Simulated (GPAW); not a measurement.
# Mg3CdS4 (ordered alloy, started on the rocksalt lattice) (Pm-3m): G0W0 on several meshes in GPAW

Wanted: mesh dependence and cost of G0W0 for Mg3CdS4 (ordered alloy, started on the rocksalt lattice) (Pm-3m).

Method: PBE and many-body steps on it, plane waves, in GPAW 26.7.0.

The structure was built from a prototype and need not be the compound's stable phase.

**1. The starting structure**

Symmetry: Pm-3m, No. 221, cubic system. Conventional cell: a = 5.306 Å, b = 5.306 Å, c = 5.306 Å, α = 90.00°, β = 90.00°, γ = 90.00°. Nearest to Mg lie 6 S at 2.65 Å. Nearest to S lie 4 Mg at 2.65 Å and 2 Cd at 2.65 Å. Nearest to Cd lie 6 S at 2.65 Å. Nearest to S lie 6 Mg at 2.65 Å. Farther neighbours and most contacts between anions are not listed.

Structure file:

```xyz
8
Lattice="5.3061 0.0000 0.0000 0.0000 5.3061 0.0000 0.0000 0.0000 5.3061" Properties=species:S:1:pos:R:3 pbc="T T T"
Mg    2.6530    0.0000    0.0000
S     0.0000    2.6530    2.6530
Mg    0.0000    2.6530    0.0000
S     2.6530    0.0000    2.6530
Mg    0.0000    0.0000    2.6530
S     2.6530    2.6530    0.0000
Cd    2.6530    2.6530    2.6530
S     0.0000    0.0000    0.0000
```

The structure was relaxed with PBE. The structure type comes from a generator and need not be one that this composition takes. The runs that relaxed it are not among those shown.

**2. Empty states on the mesh, 2×2×2 mesh, 512 bands**

This step: GPAW 26.7.0; DFT, PBE, plane waves, PAW.

The sums over transitions need many empty states on a uniform mesh; this step solves for them.

The input, run.py:

```python
import json
import numpy as np
from gpaw.mpi import world
from gpaw import GPAW

calc = GPAW('gs.gpw').fixed_density(kpts={'size': (2, 2, 2), 'gamma': True},
    parallel={'domain': 1, 'band': 1},
    txt='nscf.txt')
calc.diagonalize_full_hamiltonian(nbands=512)
calc.write('full.gpw', mode='all')
res = {}
kpts = calc.get_ibz_k_points()
res['kpts'] = kpts
res['eigenvalues'] = [calc.get_eigenvalues(kpt=k) for k in range(len(kpts))]
res['n_electrons'] = calc.get_number_of_electrons()

if world.rank == 0:
    with open('result.json', 'w') as f:
        json.dump(res, f, default=lambda x: x.tolist())
```

Started as:

```sh
> mpirun -n 4 gpaw python run.py
```

Numbers of over 12 decimals in the logs are rounded to 6 here.

The program printed:

```text
Diagonalizing LCAO Hamiltonian
Converting LCAO to pw mode
convergence criteria:
- Maximum integral of absolute [eigenst]ate change: 4e-08 eV^2 / valence electron
maximum number of iterations: 100

SCF iterations
|iter     |     time |      energy | eigst |  dens |
|iter:   1|  |             | +0.94 |       |
|iter:   2|  |             | +0.09 |       |
|iter:   3|  |             | -1.02 |       |
[...]
|iter:  47|  |             | -6.99 |       |
|iter:  48|  |             | -7.34 |       |
|iter:  49|  |             | -7.64c|       |
SCF steps: 49
  __  _  _
 | _ |_)|_||  |
 |__||  | ||/\| - 26.7.0

Input parameters:
  mode=PW(ecut=450.000000),
  convergence={'density': 1e-06, 'bands': -3},
  gpts=array([27, 27, 27]),
  kpts=MonkhorstPack(size=(2, 2, 2), gamma=True),
  maxiter=100,
  nbands=43,
  occupations=Occupations(name='fermi-dirac', width=0.001, fixmagmom=False),
  parallel={'domain': 1, 'band': 1},
  xc=XC(name='PBE')
Matrix size: 3239x3239
# Writing to full.gpw (mode='all')
  [... matrices ...]

timing:  # [seconds]
  Total: 31.527  # ━━━━━━━━━━━━━━━━━━━━━━━━━━━━━━━━━━━━━━━━━━━━━━━━━━━━━━━━━━
```

Wall time 48 s (4 MPI ranks of Arm Neoverse V1, shared host); peak memory 3.4 GiB; 3.2 min of CPU time.

This step gave:

| Property | Result |
| --- | --- |
| gap | 0.4888 eV |
| k of the valence top | 0.5, 0.5, 0.5 |
| k of the conduction bottom | 0, 0, 0 |
| least direct gap | 1.227 eV |
| k points computed | 4 |
| lowest point of the top converged band, above the valence top | 116.4264 eV |

On this mesh the gap is 0.489 eV.

**3. 2×2×2**

G0W0 replaces the xc potential by the self-energy, built once from these orbitals. Only a window of levels is corrected, while the sums run over the empty bands that the input names.

This step: G0W0 on PBE, plane waves, PAW.

The input, run.py:

```python
import json
import numpy as np
from gpaw.mpi import world
from gpaw.response.g0w0 import G0W0

gw = G0W0('full.gpw',
    filename='gw',
    kpts=[0, 3],
    bands=(31, 35),
    ecut=39,
    nbands=82,
    integrate_gamma='WS',
    ppa=True)
gw.calculate()
res = {mode: {k: v for k, v in r.items() if k != 'sigma_eskwn'}
       for mode, r in gw.all_results.items()}

if world.rank == 0:
    with open('result.json', 'w') as f:
        json.dump(res, f, default=lambda x: x.tolist())
```

Started as:

```sh
> mpirun -n 4 gpaw python run.py
```

The program printed:

```text
Using integrator: PointIntegrator
FrequencyGridDescriptor(from 0.000+0.000j to 0.000+27.211j eV, 2 points)
Nonperiodic BCs:  [False False False]
Using integrator: PointIntegrator
FrequencyGridDescriptor(from 0.000+0.000j to 0.000+27.211j eV, 2 points)
Nonperiodic BCs:  [False False False]
  ___  _ _ _
 |   || | | |
 | | || | | |
 |__ ||_____|
 |___|

BZ k-points: Symmetries present (total): 48

  [... matrices ...]
8 k-points: 2 x 2 x 2 Monkhorst-Pack grid + [1/4,1/4,1/4]
4 k-points in the irreducible part of the Brillouin zone
       k-points in crystal coordinates                weights
   0:     0.00000000    0.00000000    0.00000000          1/8
   1:     0.50000000    0.00000000    0.00000000          3/8
   2:     0.50000000    0.50000000    0.00000000          3/8
   3:     0.50000000    0.50000000    0.50000000          1/8

Distributing spins, k-points and bands (1 x 2 x 4) over 4 processes
Number of blocks: 1

Quasi particle states:
k-points (IBZ indices): [0, 3]
Band range: (31, 35)
  [... matrices ...]
Computational parameters:
Plane wave cut-off: 39 eV
Number of bands: 82
Coulomb cutoff: None
Broadening: 0.1 eV

fxc modes: GW
Kernel: RPA
Using Godby-Needs plasmon-pole approximation:
  Fitting energy: i*E0, E0 = 1.000 Hartree
Summing all q:

Calculating screened Coulomb potential
No Coulomb truncation
FrequencyGridDescriptor(from 0.000+0.000j to 0.000+27.211j eV, 2 points)
Removing empty qpoint cache files...

Calculating chi0 body with:
    Ground state adapter containing:
    Number of spins: 1
    Number of kpoints: 8
    Number of irreducible kpoints: 4
    Number of completely occupied states: 33
    Number of partially occupied states: 33
    Occupied states memory: 9.911179 M / cpu

    Linear response parametrization:
    q_c: [0.0, 0.0, 0.0]
    Number of frequency points: 2
    Planewave cutoff: 39.0
    Number of bands: 82
    Number of planewaves: 81
    Broadening (eta): 1e-06
    comm.size: 4
    kncomm.size: 4
    blockcomm.size: 1

    Memory estimate of potentially large arrays:
        chi0_wGG: 0.200226 M / cpu
Integrating chi0 body.

Symmetries of q_c:
    Direct symmetries (Uq -> q): 48
    Indirect symmetries (TUq -> q): 0
In total 48 allowed symmetries.

  [... matrices ...]
4 groups of equivalent kpoints. 50.0% reduction.

Integral kind: response function
Integrating chi0 head and wings.

Symmetries of q_c:
    Direct symmetries (Uq -> q): 48
    Indirect symmetries (TUq -> q): 0
In total 48 allowed symmetries.

  [... matrices ...]
4 groups of equivalent kpoints. 50.0% reduction.

Integral kind: response function wings

Calculating chi0 body with:
    Ground state adapter containing:
    Number of spins: 1
    Number of kpoints: 8
    Number of irreducible kpoints: 4
    Number of completely occupied states: 33
    Number of partially occupied states: 33
    Occupied states memory: 9.911179 M / cpu

    Linear response parametrization:
[... the further q-points ...]

Results:
f:      Occupation numbers
eps:     KS-eigenvalues [eV]
vxc:     KS vxc [eV]
exx:     Exact exchange [eV]
sigma:   Self-energies [eV]
dsigma:  Self-energy derivatives
Z:       Renormalization factors
qp:      QP-energies [eV]

k-point 0 (0): (0.000, 0.000, 0.000)                GW
band       f     eps     vxc     exx   sigma  dsigma       Z      qp
                                                                   GW
  31   1.000   4.539 -15.366 -18.290   2.965  -0.269   0.788   4.571
  32   1.000   4.539 -15.366 -18.290   2.964  -0.269   0.788   4.571
  33   0.000   5.767 -13.742  -9.761  -2.409  -0.223   0.818   7.053
  34   0.000   7.272 -10.740  -6.591  -2.969  -0.220   0.819   8.239

k-point 1 (3): (0.500, 0.500, 0.500)                GW
band       f     eps     vxc     exx   sigma  dsigma       Z      qp
                                                                   GW
  31   1.000   5.278 -18.455 -21.262   2.890  -0.263   0.792   5.344
  32   1.000   5.278 -18.455 -21.262   2.891  -0.263   0.792   5.344
  33   0.000   8.941 -10.648  -6.244  -3.238  -0.220   0.820   9.898
  34   0.000   8.941 -10.648  -6.244  -3.238  -0.220   0.820   9.898
```

Wall time 11 s (4 MPI ranks); peak memory 1.4 GiB.

Numbers from this step:

```yaml
g0w0_gap_on_the_points_computed: 1.709 eV
least_direct_g0w0_gap_on_the_computed_points: 2.482 eV
z_at_the_valence_top: 0.7916
z_at_the_conduction_bottom: 0.8177
starting_gap_on_the_mesh: 0.4888 eV
k_of_the_valence_top: 0.5, 0.5, 0.5
k_of_the_conduction_bottom: 0, 0, 0
```

The gap on the mesh goes from 0.49 eV to 1.71 eV, a correction of +1.22 eV.

**4. Empty states on the mesh, 4×4×4 mesh, 92 bands**

This step: DFT, PBE, plane waves, PAW.

The input, run.py:

```python
import json
import numpy as np
from gpaw.mpi import world
from gpaw import GPAW

calc = GPAW('gs.gpw').fixed_density(kpts={'size': (4, 4, 4), 'gamma': True},
    nbands=107,
    convergence={'bands': 92},
    txt='nscf.txt')
calc.write('full.gpw', mode='all')
res = {}
kpts = calc.get_ibz_k_points()
res['kpts'] = kpts
res['eigenvalues'] = [calc.get_eigenvalues(kpt=k) for k in range(len(kpts))]
res['n_electrons'] = calc.get_number_of_electrons()

if world.rank == 0:
    with open('result.json', 'w') as f:
        json.dump(res, f, default=lambda x: x.tolist())
```

Started as:

```sh
> mpirun -n 4 gpaw python run.py
```

The program printed:

```text
Diagonalizing LCAO Hamiltonian
Converting LCAO to pw mode
convergence criteria:
- Maximum integral of absolute [eigenst]ate change: 4e-08 eV^2 / valence electron
maximum number of iterations: 100

SCF iterations
|iter     |     time |      energy | eigst |  dens |
|iter:   1|  |             | +3.34 |       |
|iter:   2|  |             | +2.23 |       |
|iter:   3|  |             | +1.34 |       |
[...]
|iter:  13|  |             | -6.21 |       |
|iter:  14|  |             | -6.94 |       |
|iter:  15|  |             | -7.48c|       |
SCF steps: 15
  __  _  _
 | _ |_)|_||  |
 |__||  | ||/\| - 26.7.0

Input parameters:
  mode=PW(ecut=450.000000),
  convergence={'bands': 92},
  gpts=array([27, 27, 27]),
  kpts=MonkhorstPack(size=(4, 4, 4), gamma=True),
  maxiter=100,
  nbands=107,
  occupations=Occupations(name='fermi-dirac', width=0.001, fixmagmom=False),
  parallel={},
  xc=XC(name='PBE')
# Writing to full.gpw (mode='all')
  [... matrices ...]

timing:  # [seconds]
  Total: 0.076  # ━━━━━━━━━━━━━━━━━━━━━━━━━━━━━━━━━━━━━━━━━━━━━━━━━━━━━━━━━━━
```

Run time: 36 s. Hardware: 4 MPI ranks; peak memory 0.8 GiB.

Numbers from this step:

```
gap                                                           : 0.4888 eV
k of the valence top                                          : 0.5, 0.5, 0.5
k of the conduction bottom                                    : 0, 0, 0
least direct gap                                              : 1.227 eV
k points computed                                             : 10
lowest point of the top converged band, above the valence top : 23.40 eV
```

On this mesh the gap is 0.489 eV.

**5. 4×4×4**

This step: G0W0 on PBE, plane waves, PAW.

The input, run.py:

```python
import json
import numpy as np
from gpaw.mpi import world
from gpaw.response.g0w0 import G0W0

gw = G0W0('full.gpw',
    filename='gw',
    kpts=[0, 9],
    bands=(31, 35),
    ecut=39,
    nbands=82,
    integrate_gamma='WS',
    ppa=True)
gw.calculate()
res = {mode: {k: v for k, v in r.items() if k != 'sigma_eskwn'}
       for mode, r in gw.all_results.items()}

if world.rank == 0:
    with open('result.json', 'w') as f:
        json.dump(res, f, default=lambda x: x.tolist())
```

Started as:

```sh
> mpirun -n 4 gpaw python run.py
```

The program printed:

```text
Using integrator: PointIntegrator
FrequencyGridDescriptor(from 0.000+0.000j to 0.000+27.211j eV, 2 points)
Nonperiodic BCs:  [False False False]
Using integrator: PointIntegrator
FrequencyGridDescriptor(from 0.000+0.000j to 0.000+27.211j eV, 2 points)
Nonperiodic BCs:  [False False False]
  ___  _ _ _
 |   || | | |
 | | || | | |
 |__ ||_____|
 |___|

BZ k-points: Symmetries present (total): 48

  [... matrices ...]
64 k-points: 4 x 4 x 4 Monkhorst-Pack grid + [1/8,1/8,1/8]
10 k-points in the irreducible part of the Brillouin zone
       k-points in crystal coordinates                weights
   0:     0.00000000    0.00000000    0.00000000          1/64
   1:     0.25000000    0.00000000    0.00000000          6/64
   2:     0.25000000    0.25000000    0.00000000         12/64
[...]
8:     0.50000000    0.50000000    0.25000000          6/64
   9:     0.50000000    0.50000000    0.50000000          1/64

Distributing spins, k-points and bands (1 x 2 x 4) over 4 processes
Number of blocks: 1

Quasi particle states:
k-points (IBZ indices): [0, 9]
Band range: (31, 35)
  [... matrices ...]
Computational parameters:
Plane wave cut-off: 39 eV
Number of bands: 82
Coulomb cutoff: None
Broadening: 0.1 eV

fxc modes: GW
Kernel: RPA
Using Godby-Needs plasmon-pole approximation:
  Fitting energy: i*E0, E0 = 1.000 Hartree
Summing all q:

Calculating screened Coulomb potential
No Coulomb truncation
FrequencyGridDescriptor(from 0.000+0.000j to 0.000+27.211j eV, 2 points)
Removing empty qpoint cache files...

Calculating chi0 body with:
    Ground state adapter containing:
    Number of spins: 1
    Number of kpoints: 64
    Number of irreducible kpoints: 10
    Number of completely occupied states: 33
    Number of partially occupied states: 33
[...]
q_c: [0.0, 0.0, 0.0]
    Number of frequency points: 2
    Planewave cutoff: 39.0
    Number of bands: 82
    Number of planewaves: 81
    Broadening (eta): 1e-06
    comm.size: 4
    kncomm.size: 4
    blockcomm.size: 1

    Memory estimate of potentially large arrays:
        chi0_wGG: 0.200226 M / cpu
Integrating chi0 body.

Symmetries of q_c:
    Direct symmetries (Uq -> q): 48
    Indirect symmetries (TUq -> q): 0
In total 48 allowed symmetries.

  [... matrices ...]
10 groups of equivalent kpoints. 84.375% reduction.

Integral kind: response function
Integrating chi0 head and wings.

Symmetries of q_c:
    Direct symmetries (Uq -> q): 48
    Indirect symmetries (TUq -> q): 0
In total 48 allowed symmetries.

  [... matrices ...]
10 groups of equivalent kpoints. 84.375% reduction.

Integral kind: response function wings

Calculating chi0 body with:
    Ground state adapter containing:
    Number of spins: 1
    Number of kpoints: 64
    Number of irreducible kpoints: 10
    Number of completely occupied states: 33
    Number of partially occupied states: 33
    Occupied states memory: 9.911179 M / cpu

[... the further q-points ...]

Results:
f:      Occupation numbers
eps:     KS-eigenvalues [eV]
vxc:     KS vxc [eV]
exx:     Exact exchange [eV]
sigma:   Self-energies [eV]
dsigma:  Self-energy derivatives
Z:       Renormalization factors
qp:      QP-energies [eV]

k-point 0 (0): (0.000, 0.000, 0.000)                GW
band       f     eps     vxc     exx   sigma  dsigma       Z      qp
                                                                   GW
  31   1.000   4.539 -15.366 -18.158   2.800  -0.263   0.791   4.546
  32   1.000   4.539 -15.366 -18.158   2.800  -0.263   0.791   4.546
  33   0.000   5.767 -13.742  -9.911  -2.216  -0.215   0.823   7.095
[...]
k-point 1 (9): (0.500, 0.500, 0.500)                GW
band       f     eps     vxc     exx   sigma  dsigma       Z      qp
                                                                   GW
[...]
33   0.000   8.941 -10.648  -6.403  -3.043  -0.211   0.825   9.934
  34   0.000   8.941 -10.648  -6.403  -3.043  -0.211   0.825   9.934
```

The job ended after 62 s (4 MPI ranks; peak memory 2 GiB; 4.1 min of CPU time).

Numbers from this step:

```
G0W0 gap on the points computed              : 1.782 eV
least direct G0W0 gap on the computed points : 2.549 eV
Z at the valence top                         : 0.7968
Z at the conduction bottom                   : 0.8230
starting gap on the mesh                     : 0.4888 eV
k of the valence top                         : 0.5, 0.5, 0.5
k of the conduction bottom                   : 0, 0, 0
```

Against G0W0 in GPAW (2×2×2 mesh, 82 bands, screening to 39 eV, Godby-Needs plasmon pole), the gap moves by +0.073 eV.

**6. The runs together**

Times are wall times on 4 MPI ranks of Arm Neoverse V1, shared host, good to a factor of about two.

```csv
run,mesh,bands,screening cutoff (eV),DFT gap (eV),gap on the mesh (eV),direct (eV),time
2×2×2,2×2×2,82,39,0.489,1.709,2.482,11 s
4×4×4,4×4×4,82,39,0.489,1.782,2.549,62 s
```

**7. Outcome**

```json
{"2×2×2": "1.709 eV", "4×4×4": "1.782 eV", "known limits": "not at the basis limit; no spin-orbit coupling; coarse k mesh"}
```

4×4×4: +0.073 eV against 2×2×2. Bands and cutoff are finite, so the gap is not at the basis limit. The miss can reach some tenths of an eV and take either sign; the mesh is an error of its own. These stock PAW sets were not made for GW. In the G0W0 runs levels were corrected at 2 k points alone, so a gap called «on the mesh» is the least over those, and an edge elsewhere would be missed. The 2×2×2 mesh is coarse for this cell, which bears on the long-range parts of exchange and screening. Mesh or cutoff lie under what a gap needs, so these runs test behaviour and cost; their gaps are not to be quoted. The many-body steps are scalar-relativistic: spin-orbit coupling is not in them.

[Paths, hosts, dates, memory and timing lines, banners, echoed tables and standing remarks are left out of the program output.]

[Logs are printed without paths, hosts, clocks, repeated set-up lines and the standing remarks that a program may print on its own settings, such as how far it seeks lower states.]

[Runs of the session that timed out or met a known fault of the program may be left out.]

[Hosts, paths, dates, database ids (printed as entryN), source tags and the programs' standing remarks are cut or masked in the printed files.]
